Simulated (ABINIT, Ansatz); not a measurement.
# Quasiparticle gap of VCu3S4 (Sulvanite) in ABINIT

How does a plane-wave GW calculation on VCu3S4 (Sulvanite) run from the first input to the gap?

Calculated with ABINIT 10.8.3; LDA and many-body steps on it, plane waves.

In doubt: a PseudoDojo file used here is known to give poor structures and forces, which bears on pressures, cells, forces and phonons.

### 1. The structure

The structure is cubic, space group P-43m (No. 215). Conventional cell: a = 5.391 Å, b = 5.391 Å, c = 5.391 Å, α = 90.00°, β = 90.00°, γ = 90.00°. Nearest to V lie 4 S at 2.21 Å. Nearest to Cu lie 4 S at 2.30 Å. Nearest to S lie 1 V at 2.21 Å and 3 Cu at 2.30 Å. Farther neighbours and most contacts between anions are not listed.

The cell and positions come from the Crystallography Open Database and are kept as given unless a step says otherwise.

### 2. Ground state

This step: ABINIT 10.8.3; DFT, LDA, plane waves, norm-conserving pseudopotentials.

The ground-state density comes first.

The input, run.abi:

```
acell 3*1.0 Angstrom
rprim 
  5.391200000000 0.000000000000 0.000000000000
  0.000000000000 5.391200000000 0.000000000000
  0.000000000000 0.000000000000 5.391200000000
ntypat 3
znucl 23 29 16
natom 8
typat 1 2 2 2 3 3 3 3
xred 
  0.000000000000 0.000000000000 0.000000000000
  0.500000000000 0.000000000000 0.000000000000
  0.000000000000 0.500000000000 0.000000000000
  0.000000000000 0.000000000000 0.500000000000
  0.237200000000 0.237200000000 0.237200000000
  0.237200000000 0.762800000000 0.762800000000
  0.762800000000 0.762800000000 0.237200000000
  0.762800000000 0.237200000000 0.762800000000
pp_dirpath "pseudos"
pseudos "V.upf, Cu.upf, S.upf"
ecut 38
ngkpt 4 4 4
nshiftk 1
shiftk 0 0 0
kptopt 1
chksymbreak 0
nband 55
occopt 1
tolvrs 1e-10
nstep 60
prtwf 0
optforces 0
optstress 0
indata_prefix "in"
outdata_prefix "out"
tmpdata_prefix "tmp"
```

On the command line:

```bash
$ OMP_NUM_THREADS=1 mpirun -n 4 abinit run.abi > log
```

Numbers of over 12 decimals in the logs are rounded to 6 here.

The log of the run:

```text
.Version 10.8.3 of ABINIT. v10.8.2 released Aug 2026.

 Symmetries : space group P-4 3 m (#215); Bravais cP (primitive cubic)
================================================================================
 Values of the parameters that define the memory need of the present run
     intxc =       0    ionmov =       0      iscf =       7    lmnmax =       6
     lnmax =       6     mgfft =      60  mpssoang =       3    mqgrid =    3001
     natom =       8  nloc_mem =       1    nspden =       1   nspinor =       1
    nsppol =       1      nsym =      24    n1xccc =    2501    ntypat =       3
    occopt =       1   xclevel =       1
-    mband =          55        mffmem =           1         mkmem =           3
       mpw =       11860          nfft =      216000          nkpt =          10
================================================================================
  Rough estimation (10% accuracy) of disk space for files :
================================================================================

--------------------------------------------------------------------------------
------------- Echo of variables that govern the present computation ------------
--------------------------------------------------------------------------------
 -outvars: echo values of preprocessed input variables --------
            acell      1.8897261259E+00  1.8897261259E+00  1.8897261259E+00 Bohr

      chksymbreak           0
             ecut      3.80000000E+01 Hartree
-          fftalg         312

              ixc       -1012
              kpt      0.00000000E+00  0.00000000E+00  0.00000000E+00
                       2.50000000E-01  0.00000000E+00  0.00000000E+00
                       5.00000000E-01  0.00000000E+00  0.00000000E+00
                       2.50000000E-01  2.50000000E-01  0.00000000E+00
                       5.00000000E-01  2.50000000E-01  0.00000000E+00
                       5.00000000E-01  5.00000000E-01  0.00000000E+00
                       2.50000000E-01  2.50000000E-01  2.50000000E-01
                       5.00000000E-01  2.50000000E-01  2.50000000E-01
                       5.00000000E-01  5.00000000E-01  2.50000000E-01
                       5.00000000E-01  5.00000000E-01  5.00000000E-01
         kptrlatt        4    0    0      0    4    0      0    0    4
          kptrlen      4.07515660E+01
P           mkmem           3
            natom           8
            nband          55
            ngfft          60      60      60
             nkpt          10
            nstep          60
             nsym          24
           ntypat           3
              occ      2.000000  2.000000  2.000000  2.000000  2.000000  2.000000
                       2.000000  2.000000  2.000000  2.000000  2.000000  2.000000
                       2.000000  2.000000  2.000000  2.000000  2.000000  2.000000
                       2.000000  2.000000  2.000000  2.000000  2.000000  2.000000
                       2.000000  2.000000  2.000000  2.000000  2.000000  2.000000
                       2.000000  2.000000  2.000000  2.000000  2.000000  2.000000
                       2.000000  2.000000  2.000000  2.000000  2.000000  2.000000
                       2.000000  2.000000  2.000000  2.000000  2.000000  0.000000
                       0.000000  0.000000  0.000000  0.000000  0.000000  0.000000
                       0.000000
        optforces           0
        optstress           0
            prtwf           0
            rprim      5.3912000000E+00  0.0000000000E+00  0.0000000000E+00
                       0.0000000000E+00  5.3912000000E+00  0.0000000000E+00
[...]
spgroup         215

           tolvrs      1.00000000E-10

             xred      0.0000000000E+00  0.0000000000E+00  0.0000000000E+00
[...]
znucl       23.00000   29.00000   16.00000

================================================================================

 chkinp: Checking input parameters for consistency.

================================================================================
== DATASET  1 ==================================================================
-   mpi_nproc: 4, omp_nthreads: 1 (-1 if OMP is not activated)

--- !DatasetInfo
iteration_state: {dtset: 1, }
dimensions: {natom: 8, nkpt: 10, mband: 55, nsppol: 1, nspinor: 1, nspden: 1, mpw: 11860, }
cutoff_energies: {ecut:  38.0, pawecutdg:  -1.0, }
electrons: {nelect:   9.40000000E+01, charge:   0.00000000E+00, occopt:   1.00000000E+00, tsmear:   1.00000000E-02, }

 Real(R)+Recip(G) space primitive vectors, cartesian coordinates (Bohr,Bohr^-1):
 R(1)= 10.1878915  0.0000000  0.0000000  G(1)=  0.0981557  0.0000000  0.0000000
 R(2)=  0.0000000 10.1878915  0.0000000  G(2)=  0.0000000  0.0981557  0.0000000
 R(3)=  0.0000000  0.0000000 10.1878915  G(3)=  0.0000000  0.0000000  0.0981557
 Unit cell volume ucvol=  1.0574332E+03 bohr^3
 Angles (23,13,12)=  9.00000000E+01  9.00000000E+01  9.00000000E+01 degrees

 getcut: wavevector=  0.0000  0.0000  0.0000  ngfft=  60  60  60
         ecut(hartree)=     38.000   => boxcut(ratio)=   2.12232

--- Pseudopotential description ------------------------------------------------
- V Generated using ONCVPSP code by D. R. Hamann
- 23.00000  13.00000  180309                  znucl, zion, pspdat
[...]
--- l  ekb(1:nproj) -->
[...]
pspatm: atomic psp has been read  and splines computed

   1.07009531E+04                                ecore*ucvol(ha*bohr**3)
--------------------------------------------------------------------------------

_setup2: Arith. and geom. avg. npw (full set) are   11828.703   11828.675

================================================================================

--- !BeginCycle
iteration_state: {dtset: 1, }
solver: {iscf: 7, nstep: 60, nline: 4, wfoptalg: 0, }
tolerances: {tolvrs: 1.00E-10, }

     iter   Etot(hartree)      deltaE(h)  residm     vres2
 ETOT  1  -650.04904518439    -6.500E+02 2.095E-01 1.204E+05
 ETOT  2  -641.39196634303     8.657E+00 1.570E-01 2.572E+05
 ETOT  3  -677.82409857012    -3.643E+01 1.858E-01 4.814E+04
 ETOT  4  -681.52025870883    -3.696E+00 3.693E-02 2.871E+04
 ETOT  5  -684.53671074001    -3.016E+00 1.110E-01 1.061E+04
 ETOT  6  -684.75262034758    -2.159E-01 3.188E-02 9.685E+03
 ETOT  7  -685.37662004373    -6.240E-01 9.108E-02 6.036E+03
 ETOT  8  -685.35654887999     2.007E-02 2.622E-03 6.148E+03
 ETOT  9  -685.53438573590    -1.778E-01 7.158E-04 4.945E+03
 ETOT 10  -683.66426488178     1.870E+00 1.146E-02 1.391E+04
[...]
ETOT 22  -686.54889273100    -3.447E-09 9.867E-06 2.343E-07
 ETOT 23  -686.54889273109    -8.549E-11 8.402E-06 5.612E-08
 ETOT 24  -686.54889273111    -2.206E-11 4.870E-06 1.317E-08
 ETOT 25  -686.54889273110     1.489E-11 4.087E-06 9.651E-10
 ETOT 26  -686.54889273105     4.945E-11 2.406E-06 5.469E-11

 At SCF step   26       vres2   =  5.47E-11 < tolvrs=  1.00E-10 =>converged.

--- !ResultsGS
iteration_state: {dtset: 1, }
comment   : Summary of ground state results
lattice_vectors:
- [ 10.1878915,   0.0000000,   0.0000000, ]
- [  0.0000000,  10.1878915,   0.0000000, ]
- [  0.0000000,   0.0000000,  10.1878915, ]
lattice_lengths: [  10.18789,   10.18789,   10.18789, ]
lattice_angles: [ 90.000,  90.000,  90.000, ] # degrees, (23, 13, 12)
lattice_volume:   1.0574332E+03
convergence: {deltae:  4.945E-11, res2:  5.469E-11, residm:  2.406E-06, diffor:  0.000E+00, }
etotal    :  -6.86548893E+02
entropy   :   0.00000000E+00
fermie    :   1.54291204E-01
cartesian_stress_tensor: null
pressure_GPa: null
xred      :
- [  0.0000E+00,   0.0000E+00,   0.0000E+00,  V]
- [  5.0000E-01,   0.0000E+00,   0.0000E+00, Cu]
- [  0.0000E+00,   5.0000E-01,   0.0000E+00, Cu]
- [  0.0000E+00,   0.0000E+00,   5.0000E-01, Cu]
- [  2.3720E-01,   2.3720E-01,   2.3720E-01,  S]
- [  2.3720E-01,   7.6280E-01,   7.6280E-01,  S]
- [  7.6280E-01,   7.6280E-01,   2.3720E-01,  S]
- [  7.6280E-01,   2.3720E-01,   7.6280E-01,  S]
cartesian_forces: null
force_length_stats: {min: null, max: null, mean: null, }

 Integrated electronic density in atomic spheres:
 ------------------------------------------------
 Atom  Sphere_radius  Integrated_density
[...]
================================================================================

 ----iterations are completed or convergence reached----

 Mean square residual over all n,k,spin=   77.993E-10; max=  24.064E-07
 reduced coordinates (array xred) for    8 atoms
[...]
0.000000000000      0.000000000000      0.500000000000
       0.237200000000      0.237200000000      0.237200000000
       0.237200000000      0.762800000000      0.762800000000
       0.762800000000      0.762800000000      0.237200000000
       0.762800000000      0.237200000000      0.762800000000
 rms dE/dt=  0.0000E+00; max dE/dt=  0.0000E+00; dE/dt below (all hartree)
    1       0.000000000000      0.000000000000      0.000000000000
    2       0.000000000000      0.000000000000      0.000000000000
    3       0.000000000000      0.000000000000      0.000000000000
    4       0.000000000000      0.000000000000      0.000000000000
    5       0.000000000000      0.000000000000      0.000000000000
    6       0.000000000000      0.000000000000      0.000000000000
    7       0.000000000000      0.000000000000      0.000000000000
    8       0.000000000000      0.000000000000      0.000000000000

 cartesian coordinates (angstrom) at end:
    1      0.000000     0.000000     0.000000
    2      2.695600     0.000000     0.000000
    3      0.000000     2.695600     0.000000
    4      0.000000     0.000000     2.695600
    5      1.278793     1.278793     1.278793
    6      1.278793     4.112407     4.112407
    7      4.112407     4.112407     1.278793
    8      4.112407     1.278793     4.112407
 length scales=  1.889726125908  1.889726125908  1.889726125908 bohr
              =  1.000000000000  1.000000000000  1.000000000000 angstroms
 prteigrs : about to open file out_EIG
 Fermi (or HOMO) energy (hartree) =   0.15429   Average Vxc (hartree)=  -0.37297
 Eigenvalues (hartree) for nkpt=  10  k points:
 kpt#   1, nband= 55, wtk=  0.01563, kpt=  0.0000  0.0000  0.0000 (reduced coord)
  -3.94625   -3.94625   -3.94625   -2.39897   -2.39897   -2.39897   -2.39565   -2.39565
  -2.39565   -2.39562   -2.39562   -2.39562   -2.19685   -1.24966   -1.24966   -1.24966
  -0.35386   -0.30814   -0.30814   -0.30814   -0.06569   -0.06569   -0.03633   -0.00708
  -0.00708   -0.00708    0.01605    0.01605    0.01605    0.04205    0.04205    0.04338
   0.04338    0.04338    0.06408    0.06408    0.06408    0.06921    0.06921    0.07078
   0.09674    0.09674    0.09674    0.09939    0.13093    0.13093    0.13093    0.19491
   0.19491    0.22040    0.22040    0.22040    0.24382    0.33482    0.33483
 prteigrs : prtvol=0 or 1, do not print more k-points.

--- !EnergyTerms
iteration_state     : {dtset: 1, }
comment             : Components of total free energy in Hartree
kinetic             :  3.06537502915008E+02
hartree             :  3.18579423303727E+02
xc                  : -9.30664154123170E+01
Ewald energy        : -3.01663562747517E+02
psp_core            :  1.01197440411588E+01
local_psp           : -8.32656394674869E+02
non_local_psp       : -9.43991901562360E+01
total_energy        : -6.86548892731046E+02
total_energy_eV     : -1.86819470968551E+04
band_energy         : -7.88344959570711E+01

== END DATASET(S) ==============================================================
================================================================================

 -outvars: echo values of variables after computation  --------
           etotal     -6.8654889273E+02
            nband          55
             nkpt          10
          spgroup         215
 [... the other variables as echoed above ...]

 Calculation completed.
```

Run time: 3.3 min. Hardware: 4 MPI ranks of Arm Neoverse V2, shared host; peak memory 0.53 GiB; 13 min of CPU time.

Numbers from this step:

```
total energy               : -18681.9471 eV
gap                        : 0.9837 eV
k of the valence top       : 0.5, 0.5, 0.5
k of the conduction bottom : 0.5, 0, 0
least direct gap           : 1.350 eV
```

The gap is indirect, with the least direct gap 0.37 eV higher.

(Part 1 of 3 ends here.)

[Paths, hosts, dates, memory and timing lines, banners, echoed tables and standing remarks are left out of the program output.]

[Logs are printed without paths, hosts, clocks, repeated set-up lines and the standing remarks that a program may print on its own settings, such as how far it seeks lower states.]

[Runs of the session that timed out or met a known fault of the program may be left out.]

[Hosts, paths, dates, database ids (printed as entryN), source tags and the programs' standing remarks are cut or masked in the printed files.]

[G0W0 gaps are taken among the corrected bands and points alone; a level outside them can change the order at an edge.]

[Where Ansatz stands beside ABINIT at settings called matched, ABINIT's density can come from a denser mesh and the files from another edition; pairs whose starting gaps differed by over 0.03 eV were left out, so agreement reads better than it is.]
